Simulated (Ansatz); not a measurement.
**Elastic response of a frame of glassy nearly rigid 60TiO2-40SiO2 (mol %) from 1500 K (141 atoms)**

How stiff is a frame of glassy nearly rigid 60TiO2-40SiO2 (mol %) from 1500 K (141 atoms)?

Program: Ansatz 0.2.0. Level of theory: Kohn-Sham DFT, PBE, PAW (set soft_1), plane waves. Results are calculated unless marked as measured.

### Step 1. The structure

The cell holds 141 atoms: 28 Ti, 19 Si and 94 O. Its edges and angles: a = 12.901 Å, b = 12.901 Å, c = 12.901 Å, α = 90.0°, β = 90.0°, γ = 90.0°. 141 atoms (28 Ti, 19 Si, 94 O) placed at random at 2.96 g/cm³, melted at 4000 K for 10 ps at fixed volume with the Morse and Coulomb pair potential with partial charges (Pedone, Malavasi, Menziani, Cormack and Segre, J. Phys. Chem. B 110, 11780 (2006)). Snapshot at the end of a hold of 10 ps at 1500 K and zero pressure.

What the set-up can't give: The starting topology of bonds comes from the classical model, and needn't be the one that DFT or experiment would give. Only the Γ point is sampled.

### Step 2. Single point at the start

A single point comes first, to see the forces before anything moves.

The input, input.yaml:

```yaml
crystal:
  lattice:
    - [12.90086, 0.0, 0.0]
    - [0.0, 12.90086, 0.0]
    - [0.0, 0.0, 12.90086]
  atoms:
    - { symbol: Ti, position: [0.50137, 0.91934, 0.83233] }
    - { symbol: Ti, position: [0.81094, 0.68322, 0.68406] }
    - { symbol: Ti, position: [0.51243, 0.11742, 0.10007] }
    - { symbol: Ti, position: [0.32727, 0.85922, 0.31743] }
    - { symbol: Ti, position: [0.68524, 0.29624, 0.90678] }
    - { symbol: Ti, position: [0.93638, 0.82848, 0.30964] }
    - { symbol: Ti, position: [0.48001, 0.83685, 0.0904] }
    - { symbol: Ti, position: [0.09882, 0.9409, 0.0169] }
    - { symbol: Ti, position: [0.11362, 0.32142, 0.99677] }
    - { symbol: Ti, position: [0.82469, 0.27782, 0.5773] }
    - { symbol: Ti, position: [0.98449, 0.05946, 0.4034] }
    - { symbol: Ti, position: [0.90401, 0.45747, 0.22417] }
    - { symbol: Ti, position: [0.78408, 0.6518, 0.36798] }
    - { symbol: Ti, position: [0.61055, 0.8412, 0.32131] }
    - { symbol: Ti, position: [0.62414, 0.48717, 0.52729] }
    - { symbol: Ti, position: [0.10352, 0.48138, 0.57223] }
    - { symbol: Ti, position: [0.62602, 0.86207, 0.5958] }
    - { symbol: Ti, position: [0.25052, 0.71775, 0.10363] }
    - { symbol: Ti, position: [0.27029, 0.94845, 0.8243] }
    - { symbol: Ti, position: [0.59314, 0.44676, 0.11238] }
    - { symbol: Ti, position: [0.45224, 0.19072, 0.76382] }
    - { symbol: Ti, position: [0.23691, 0.29625, 0.35559] }
    - { symbol: Ti, position: [0.35122, 0.32737, 0.10244] }
    - { symbol: Ti, position: [0.93392, 0.86516, 0.82067] }
    - { symbol: Ti, position: [0.73446, 0.63293, 0.9897] }
    - { symbol: Ti, position: [0.07438, 0.24836, 0.7372] }
    - { symbol: Ti, position: [0.22772, 0.68879, 0.50231] }
    - { symbol: Ti, position: [0.54505, 0.57621, 0.77338] }
    - { symbol: Si, position: [0.10717, 0.60938, 0.28504] }
    - { symbol: Si, position: [0.71408, 0.04312, 0.94917] }
    - { symbol: Si, position: [0.99557, 0.32238, 0.41081] }
    - { symbol: Si, position: [0.97133, 0.50845, 0.94237] }
    [... 103 atom lines left out ...]
    - { symbol: O, position: [0.40834, 0.03831, 0.80008] }
    - { symbol: O, position: [0.15928, 0.16244, 0.67084] }
    - { symbol: O, position: [0.8578, 0.97356, 0.76149] }
    - { symbol: O, position: [0.59932, 0.54518, 0.6488] }
    - { symbol: O, position: [0.20418, 0.9971, 0.92958] }
    - { symbol: O, position: [0.45778, 0.9886, 0.09918] }
kpoints:
  mp_grid: { grid: [1, 1, 1] }
hamiltonian:
  xc: pbe
  pseudopotentials: { kind: paw, azcp: { folder: soft_1 } }
scf:
  occupations: { method: fermi_dirac, width: 0.129 }
output:
  forces: true
```

Run with:

```console
$ ansatz run input.yaml --threads 4 --pin off --max-ram 8192MiB --backend cpu --events-out ev --progress --plain --runs-dir out
```

Numbers of over 12 decimals in the logs are rounded to 6 here.

Log:

```text
band count auto-derived: 636 (N_el = 976.0; filled up to band 488; 629 by the electrons, moments and atoms)
[...]
Pseudopotentials: kind: paw
Pseudopotential: Ti, paw, valence charge 12, recommended cutoff 420 eV (normal), soft_1/Ti.paw.azcp
Pseudopotential: Si, paw, valence charge 4, recommended cutoff 420 eV (normal), soft_1/Si.paw.azcp
Pseudopotential: O, paw, valence charge 6, recommended cutoff 420 eV (normal), soft_1/O.paw.azcp
[... 5 lines on functional and potentials left out ...]
Crystal: 141 atoms, lattice volume = 2147.118 Å³
Basis set: ecut = 420 eV, 41923 PW (Γ), exchange–correlation on 180×180×180 points (8 copies of the dense FFT grid, shifted against one another)
Bands: 636, of which v1, the nominal top of the filled ones, is band 488 counted from 1 (487 counted from 0)
Symmetry: 1 space group operations
Space group: P1 (ITA 1), of the structure as read, at distance tolerance 1.3e-4 Å
k-points: 1
[... 7 lines on functional and potentials left out ...]
Initial density: superposition of atomic densities (chi_scale 0.1, normalization cell, long waves kept (reshape's long-wave potential 0.81 eV rms))
Initial wavefunctions: pseudopotential atomic-orbital guess
[...]
SCF iter   1: F=—  HF=-135624.311710 eV  |F-HF|=—  |Δ(HF+E_count)|=         —  Δρ=1.02e-1  dr2=5.35e2  ethr=3.10e-3  ⟨swp⟩=6.0  Hψ=2415  notcnv=0  defer=11
preconditioner: auto → LDOS  [metal: Δε(μ)=0.160 eV  Ē_g=10.141 eV  σ=0.129 eV  W_gap=0.28  n_scr=484 (ndim 8)  ℏωp=22.0 eV  f_vac=0.095  D(μ)=26.88/eV (n_scr^D=122)  β→1.0]
[...]
SCF iter  18: F=—  HF=-135547.098761 eV  |F-HF|=—  |Δ(HF+E_count)|=   1.75e-7  Δρ=2.30e-6  dr2=1.03e-7  ethr=3.26e-11  ⟨swp⟩=2.0  Hψ=1063  notcnv=0  defer=52
SCF iter  19: F=-135547.098761 eV  HF=-135547.098761 eV  |F-HF|=5.79e-9  |Δ(HF+E_count)|=   2.27e-8  Δρ=1.13e-6  dr2=2.31e-8  ethr=1.02e-11  ⟨swp⟩=16.0  Hψ=3423  notcnv=0
SCF 1 converged in 19 iterations: F = -135547.098761 eV  dr2 = 2.31e-8
[...]
SCF converged after 19 iterations
Free energy (F): -135547.098761 eV
Harris-Foulkes:  -135547.098761 eV  (|F-HF|=5.79e-9)
Internal energy: -135547.025121 eV  (E = F + TS)
E sigma→0 (E₀):  -135547.061941 eV
Entropy (-TS):   -0.073640 eV (-0.522 meV/atom)
Fermi energy:    4.209931 eV
--- Per-component energies (eV) ---
[...]
Σ components = -135547.098761   (vs F -135547.098761, Δ=0.00e0)
--- Forces (eV/Å), atoms counted from 1 ---
  atom   1  Ti     1.42961804     3.20263289     0.80207833
  atom   2  Ti    -0.72369807     4.21789934     0.09508099
  atom   3  Ti     0.36841952    -3.79118940     2.72796198
  atom   4  Ti     1.06814510    -4.87425658    -3.18167768
[...]
atom 141  O     -0.76210655    -1.17639641     0.76252008
  max |Σ_I F_I| component: 5.59e-5 eV/Å
```

Elapsed: 2.3 min, on 4 threads of Arm Neoverse V1, shared host; peak memory 3.4 GiB; 8.7 min of CPU time.

In the SCF lines HF is the Harris–Foulkes energy and dr2 the Hartree energy of the density residual, in eV; the loop may stop once dr2 is under the threshold and the program's other checks hold. Hψ counts applications of the Hamiltonian.

The r.m.s. force at the start is 2.1 eV/Å.

### Step 3. Cell and atoms relaxed

Cell and atoms are freed together, to release stress as well as forces.

The input, input.yaml:

```yaml
crystal:
  lattice:
    - [12.90086, 0.0, 0.0]
    - [0.0, 12.90086, 0.0]
    - [0.0, 0.0, 12.90086]
  atoms:
    [... the 141 atom lines of step 2 ...]
kpoints:
  mp_grid: { grid: [1, 1, 1] }
hamiltonian:
  xc: pbe
  pseudopotentials: { kind: paw, azcp: { folder: soft_1 } }
scf:
  occupations: { method: fermi_dirac, width: 0.129 }
output:
  forces: true
relax:
  f_tol: 0.05
  max_steps: 150
  cell: {}
```

Log:

```text
[...]
Crystal: 141 atoms, lattice volume = 2147.118 Å³
Basis set: ecut = 420 eV, 41923 PW (Γ), exchange–correlation on 180×180×180 points (8 copies of the dense FFT grid, shifted against one another)
Bands: 636, of which v1, the nominal top of the filled ones, is band 488 counted from 1 (487 counted from 0)
Symmetry: 1 space group operations
[...]
k-points: 1
[...]
SCF iter   1: F=—  HF=-135624.311710 eV  |F-HF|=—  |Δ(HF+E_count)|=         —  Δρ=1.02e-1  dr2=5.35e2  ethr=3.10e-3  ⟨swp⟩=6.0  Hψ=2415  notcnv=0  defer=11
[...]
SCF iter  18: F=—  HF=-135547.098761 eV  |F-HF|=—  |Δ(HF+E_count)|=   1.75e-7  Δρ=2.30e-6  dr2=1.03e-7  ethr=3.26e-11  ⟨swp⟩=2.0  Hψ=1063  notcnv=0  defer=52
SCF iter  19: F=-135547.098761 eV  HF=-135547.098761 eV  |F-HF|=5.82e-9  |Δ(HF+E_count)|=   2.26e-8  Δρ=1.13e-6  dr2=2.31e-8  ethr=1.02e-11  ⟨swp⟩=4.0  Hψ=1611  notcnv=0
SCF 1 converged in 19 iterations: F = -135547.098761 eV  dr2 = 2.31e-8
[...]
relax step   1: F+E_penalty+E_count = -135547.09876058 eV  Δ(F+E_penalty+E_count) = +0.000e0 eV  max|allowed force component| = 7.976e0 eV/Å  Δτ_max = 0.0000 Å  P = +4.758 GPa  Ω = 2147.118 Å³  (19 SCF iters, dr2 threshold 1.00e-7 eV, accepted)
[... from here on, the SCF cycles and remarks between the steps are left out ...]
relax step   2: F+E_penalty+E_count = -135564.87638971 eV  Δ(F+E_penalty+E_count) = -1.778e1 eV  max|allowed force component| = 4.089e0 eV/Å  Δτ_max = 0.1946 Å  P = +0.995 GPa  Ω = 2164.373 Å³  energy of the carried Pulay correction = -3.328e-2 eV  (11 SCF iters, dr2 threshold 1.41e-5 eV, accepted)
relax step   3: F+E_penalty+E_count = -135573.99134931 eV  Δ(F+E_penalty+E_count) = -9.115e0 eV  max|allowed force component| = 1.686e0 eV/Å  Δτ_max = 0.1948 Å  P = +0.476 GPa  Ω = 2145.967 Å³  energy of the carried Pulay correction = +2.231e-3 eV  (10 SCF iters, dr2 threshold 1.41e-5 eV, accepted)
relax step   4: F+E_penalty+E_count = -135576.70815159 eV  Δ(F+E_penalty+E_count) = -2.717e0 eV  max|allowed force component| = 1.002e0 eV/Å  Δτ_max = 0.2000 Å  P = +0.108 GPa  Ω = 2143.140 Å³  energy of the carried Pulay correction = +7.713e-3 eV  (10 SCF iters, dr2 threshold 1.41e-5 eV, accepted)
relax step   5: F+E_penalty+E_count = -135577.93023048 eV  Δ(F+E_penalty+E_count) = -1.222e0 eV  max|allowed force component| = 7.059e-1 eV/Å  Δτ_max = 0.1930 Å  P = -0.520 GPa  Ω = 2138.002 Å³  energy of the carried Pulay correction = +1.769e-2 eV  (9 SCF iters, dr2 threshold 1.41e-5 eV, accepted)
relax step   6: F+E_penalty+E_count = -135578.48136370 eV  Δ(F+E_penalty+E_count) = -5.511e-1 eV  max|allowed force component| = 4.043e-1 eV/Å  Δτ_max = 0.2000 Å  P = +0.002 GPa  Ω = 2128.062 Å³  energy of the carried Pulay correction = +3.707e-2 eV  (9 SCF iters, dr2 threshold 1.41e-5 eV, accepted)
relax step   7: F+E_penalty+E_count = -135578.78340789 eV  Δ(F+E_penalty+E_count) = -3.020e-1 eV  max|allowed force component| = 3.873e-1 eV/Å  Δτ_max = 0.2000 Å  P = -0.023 GPa  Ω = 2129.233 Å³  energy of the carried Pulay correction = +3.478e-2 eV  (9 SCF iters, dr2 threshold 1.02e-5 eV, accepted)
relax step   8: F+E_penalty+E_count = -135578.98889300 eV  Δ(F+E_penalty+E_count) = -2.055e-1 eV  max|allowed force component| = 3.109e-1 eV/Å  Δτ_max = 0.1948 Å  P = -0.128 GPa  Ω = 2128.599 Å³  energy of the carried Pulay correction = +3.602e-2 eV  (9 SCF iters, dr2 threshold 9.37e-6 eV, accepted)
relax step   9: F+E_penalty+E_count = -135579.16205640 eV  Δ(F+E_penalty+E_count) = -1.732e-1 eV  max|allowed force component| = 2.036e-1 eV/Å  Δτ_max = 0.2000 Å  P = -0.052 GPa  Ω = 2127.783 Å³  energy of the carried Pulay correction = +3.762e-2 eV  (9 SCF iters, dr2 threshold 6.04e-6 eV, accepted)
relax step  10: F+E_penalty+E_count = -135579.21423314 eV  Δ(F+E_penalty+E_count) = -5.218e-2 eV  max|allowed force component| = 2.917e-1 eV/Å  Δτ_max = 0.2000 Å  P = +0.046 GPa  Ω = 2127.633 Å³  energy of the carried Pulay correction = +3.791e-2 eV  (10 SCF iters, dr2 threshold 2.59e-6 eV, accepted)
relax step  11: F+E_penalty+E_count = -135579.21669807 eV  Δ(F+E_penalty+E_count) = -2.465e-3 eV  max|allowed force component| = 3.090e-1 eV/Å  Δτ_max = 0.0743 Å  P = -0.222 GPa  Ω = 2129.502 Å³  energy of the carried Pulay correction = +3.426e-2 eV  (8 SCF iters, dr2 threshold 5.32e-6 eV, accepted)
relax step  12: F+E_penalty+E_count = -135579.22757456 eV  Δ(F+E_penalty+E_count) = -1.088e-2 eV  max|allowed force component| = 1.136e-1 eV/Å  Δτ_max = 0.2000 Å  P = -0.016 GPa  Ω = 2130.117 Å³  energy of the carried Pulay correction = +3.306e-2 eV  (9 SCF iters, dr2 threshold 5.97e-6 eV, accepted)
relax step  13: F+E_penalty+E_count = -135579.14722356 eV  Δ(F+E_penalty+E_count) = +8.035e-2 eV  max|allowed force component| = 5.439e-1 eV/Å  Δτ_max = 0.1124 Å  P = +0.042 GPa  Ω = 2128.672 Å³  energy of the carried Pulay correction = +3.588e-2 eV  (11 SCF iters, dr2 threshold 8.06e-7 eV, rejected (line search))
relax step  14: F+E_penalty+E_count = -135579.25436290 eV  Δ(F+E_penalty+E_count) = -2.679e-2 eV  max|allowed force component| = 5.048e-2 eV/Å  Δτ_max = 0.0562 Å  P = -0.007 GPa  Ω = 2129.697 Å³  energy of the carried Pulay correction = +3.388e-2 eV  (15 SCF iters, accepted)
relax step  15: F+E_penalty+E_count = -135579.25827746 eV  Δ(F+E_penalty+E_count) = -3.915e-3 eV  max|allowed force component| = 3.966e-2 eV/Å  Δτ_max = 0.0278 Å  P = -0.022 GPa  Ω = 2129.974 Å³  energy of the carried Pulay correction = +3.334e-2 eV  (9 SCF iters, dr2 threshold 1.59e-7 eV, accepted)
relax step  16: F+E_penalty+E_count = -135579.25593058 eV  Δ(F+E_penalty+E_count) = +2.347e-3 eV  max|allowed force component| = 3.933e-2 eV/Å  Δτ_max = 0.0000 Å  P = -0.038 GPa  Ω = 2129.974 Å³  stress off target by 1.25e-1 GPa  SCF on the basis re-selected at this cell (its energy is not comparable with the rows above)  (8 SCF iters)
relax step  17: F+E_penalty+E_count = -135579.25932184 eV  Δ(F+E_penalty+E_count) = -3.391e-3 eV  max|allowed force component| = 3.138e-2 eV/Å  Δτ_max = 0.0167 Å  P = +0.013 GPa  Ω = 2129.316 Å³  energy of the carried Pulay correction = +1.210e-3 eV  (10 SCF iters, dr2 threshold 3.90e-8 eV, accepted)
relax step  18: F+E_penalty+E_count = -135579.25858159 eV  Δ(F+E_penalty+E_count) = +7.402e-4 eV  max|allowed force component| = 3.137e-2 eV/Å  Δτ_max = 0.0000 Å  P = +0.012 GPa  Ω = 2129.316 Å³  stress off target by 2.70e-2 GPa  SCF on the basis re-selected at this cell (its energy is not comparable with the rows above)  (6 SCF iters)
[...]
SCF converged after 6 iterations
Free energy (F): -135579.258582 eV
[...]
Internal energy: -135579.258008 eV  (E = F + TS)
E sigma→0 (E₀):  -135579.258295 eV
Entropy (-TS):   -0.000574 eV (-0.004 meV/atom)
Fermi energy:    4.319614 eV
[...]
Σ components = -135579.258582   (vs F -135579.258582, Δ=0.00e0)
--- Forces (eV/Å), atoms counted from 1 ---
  atom   1  Ti     0.03137244     0.00778171    -0.01144302
  atom   2  Ti    -0.00643808     0.00632337    -0.00055258
  atom   3  Ti    -0.00022591    -0.00116592    -0.00533742
  atom   4  Ti    -0.01651774     0.00240257     0.00114426
[...]
atom 141  O     -0.00162598     0.00418246     0.00349976
  max |Σ_I F_I| component: 2.91e-5 eV/Å
--- Stress (GPa, compression-positive) ---
        0.017881      -0.001696      -0.012050
       -0.001698       0.008410      -0.002207
       -0.012051      -0.002207       0.011000
  P = ⅓ Tr σ = 0.0124 GPa (0.124 kbar)
--- Relaxed structure (16 steps of the walk, 15 accepted, 2 SCFs on fresh bases) ---
  F+E_penalty+E_count = -135579.25858159 eV   max|allowed force component| = 3.137e-2 eV/Å   (the final SCF, on the basis selected at the relaxed cell)
  cell:  # Å, volume = 2129.3160 Å³
    - [12.741222, 0.070658, 0.237522]
    - [0.070658, 12.953112, -0.00742065]
    - [0.237522, -0.00742065, 12.906762]
  atoms:
    - { symbol: Ti, position: [0.511536, 0.933125, 0.816813] }
    - { symbol: Ti, position: [0.810503, 0.684901, 0.696081] }
    - { symbol: Ti, position: [0.491939, 0.128957, 0.100541] }
    - { symbol: Ti, position: [0.325057, 0.860738, 0.316932] }
[...]
- { symbol: O, position: [0.430206, 1.005340, 0.100509] }
```

Wall time 18 min (4 threads); peak memory 3.5 GiB; 69 min of CPU time.

The relaxation converged after 16 steps, with a largest force component of 0.031 eV/Å.

### Step 4. Single point at the relaxed geometry

The electronic structure is read at the final geometry, in a run of its own.

The input, input.yaml:

```yaml
crystal:
  lattice:
    - [12.74122, 0.07066, 0.23752]
    - [0.07066, 12.95311, -0.00742]
    - [0.23752, -0.00742, 12.90676]
  atoms:
    - { symbol: Ti, position: [0.51154, 0.93312, 0.81681] }
    - { symbol: Ti, position: [0.8105, 0.6849, 0.69608] }
    - { symbol: Ti, position: [0.49194, 0.12896, 0.10054] }
    - { symbol: Ti, position: [0.32506, 0.86074, 0.31693] }
    - { symbol: Ti, position: [0.68239, 0.27652, 0.9262] }
    - { symbol: Ti, position: [0.9175, 0.80716, 0.2821] }
    [... 129 atom lines left out ...]
    - { symbol: O, position: [0.41623, 0.05352, 0.79283] }
    - { symbol: O, position: [0.11684, 0.1886, 0.67331] }
    - { symbol: O, position: [0.89299, 0.00523, 0.76006] }
    - { symbol: O, position: [0.6056, 0.51811, 0.6594] }
    - { symbol: O, position: [0.20295, 0.99145, 0.90796] }
    - { symbol: O, position: [0.43021, 0.00534, 0.10051] }
kpoints:
  mp_grid: { grid: [1, 1, 1] }
hamiltonian:
  xc: pbe
  pseudopotentials: { kind: paw, azcp: { folder: soft_1 } }
scf:
  occupations: { method: fermi_dirac, width: 0.129 }
output:
  forces: true
  stress: true
  populations: true
  dos:
    method: { smearing: { sigma: 0.08 } }
    de: 0.1
    projected: { site_lists: { O: [O], Si: [Si], Ti: [Ti] } }
  eigenvalues: true
  write_density: true
  write_potential: true
  volumetric_format: npy
  elf: true
```

Log:

```text
[...]
Crystal: 141 atoms, lattice volume = 2129.315 Å³
Basis set: ecut = 420 eV, 41659 PW (Γ), exchange–correlation on 180×180×180 points (8 copies of the dense FFT grid, shifted against one another)
Bands: 636, of which v1, the nominal top of the filled ones, is band 488 counted from 1 (487 counted from 0)
Symmetry: 1 space group operations
[...]
k-points: 1
[...]
SCF iter   1: F=—  HF=-135639.664084 eV  |F-HF|=—  |Δ(HF+E_count)|=         —  Δρ=8.13e-2  dr2=3.00e2  ethr=3.10e-3  ⟨swp⟩=5.0  Hψ=2406  notcnv=0  defer=12
[...]
SCF iter  18: F=-135579.258580 eV  HF=-135579.258580 eV  |F-HF|=1.60e-8  |Δ(HF+E_count)|=   4.98e-8  Δρ=1.54e-6  dr2=3.36e-8  ethr=1.02e-11  ⟨swp⟩=18.0  Hψ=4867  notcnv=0
SCF 1 converged in 18 iterations: F = -135579.258580 eV  dr2 = 3.36e-8
[...]
WARN: The input density's exchange-correlation potential varies sharply where the density is thin. Do not read a vacuum level from v_tot or v_xc, or from such a field of the output density. On a cell that repeats whose density bears no net charge and no dipole along the vacuum's axis use v_es (v_loc + v_h of the components); [...]
SCF converged after 18 iterations
Free energy (F): -135579.258580 eV
[...]
Internal energy: -135579.258006 eV  (E = F + TS)
E sigma→0 (E₀):  -135579.258293 eV
Entropy (-TS):   -0.000574 eV (-0.004 meV/atom)
Fermi energy:    4.319779 eV
[...]
--- Forces (eV/Å), atoms counted from 1 ---
  atom   1  Ti     0.02962848     0.00872889    -0.01104701
  atom   2  Ti    -0.00378958     0.00707148    -0.00034708
  atom   3  Ti    -0.00092676    -0.00213069    -0.00508699
  atom   4  Ti    -0.01829205     0.00110439     0.00127070
  atom   5  Ti     0.00966023     0.00734684     0.00048761
  atom   6  Ti     0.00439162    -0.00594797    -0.00216938
  atom   7  Ti     0.01324555    -0.00256473     0.00930949
  atom   8  Ti    -0.00135245    -0.00856631     0.00691886
  atom   9  Ti     0.00974693    -0.00063819    -0.00439152
  atom  10  Ti     0.00649921     0.00435744    -0.00485346
  atom  11  Ti     0.00054409    -0.01337123     0.00872994
  atom  12  Ti     0.00294459    -0.00044691    -0.00070637
  atom  13  Ti     0.00692745    -0.00314531    -0.00207962
  atom  14  Ti     0.00183853     0.00286777     0.00708960
[...]
atom 140  O      0.00014729    -0.00017861    -0.00211374
  atom 141  O     -0.00182108     0.00498133     0.00350990
  max |Σ_I F_I| component: 4.40e-5 eV/Å
--- Stress (GPa, compression-positive) ---
        0.018204      -0.002101      -0.011305
       -0.002102       0.008263      -0.002565
       -0.011306      -0.002565       0.011872
  P = ⅓ Tr σ = 0.0128 GPa (0.128 kbar)
--- Band table (eV) ---
[...]
--- Löwdin populations: 141 sites ---
  site symbol       q [e]
     0     Ti     10.6007
     1     Ti     10.5907
     2     Ti     10.5789
[...]
140      O      6.6293
  spilling = 0.006672 (of n_electrons = 976.000000)
```

Wall time 2.2 min (4 threads); peak memory 3.5 GiB; 8.8 min of CPU time.

The program notes that the exchange-correlation potential is rough where the density is thin.

The run gave:

```yaml
free_energy: -135579.2586 eV
free_energy_per_atom: -961.5550 eV/atom
scf_cycles: 18
pressure: 0.01278 GPa
r_m_s_force_component: 0.00661 eV/Å
longest_force: 0.0328 eV/Å
fermi_energy: 4.32 eV
spacing_of_highest_filled_and_lowest_empty_level: 2.54 eV
spilling_of_the_projection: 0.006672
```

(Continued in part 2 of 2.)

[Logs are printed without paths, hosts, clocks, repeated set-up lines and the standing remarks that a program may print on its own settings, such as how far it seeks lower states.]

[Hosts, paths, dates, database ids (printed as entryN), source tags and the programs' standing remarks are cut or masked in the printed files.]
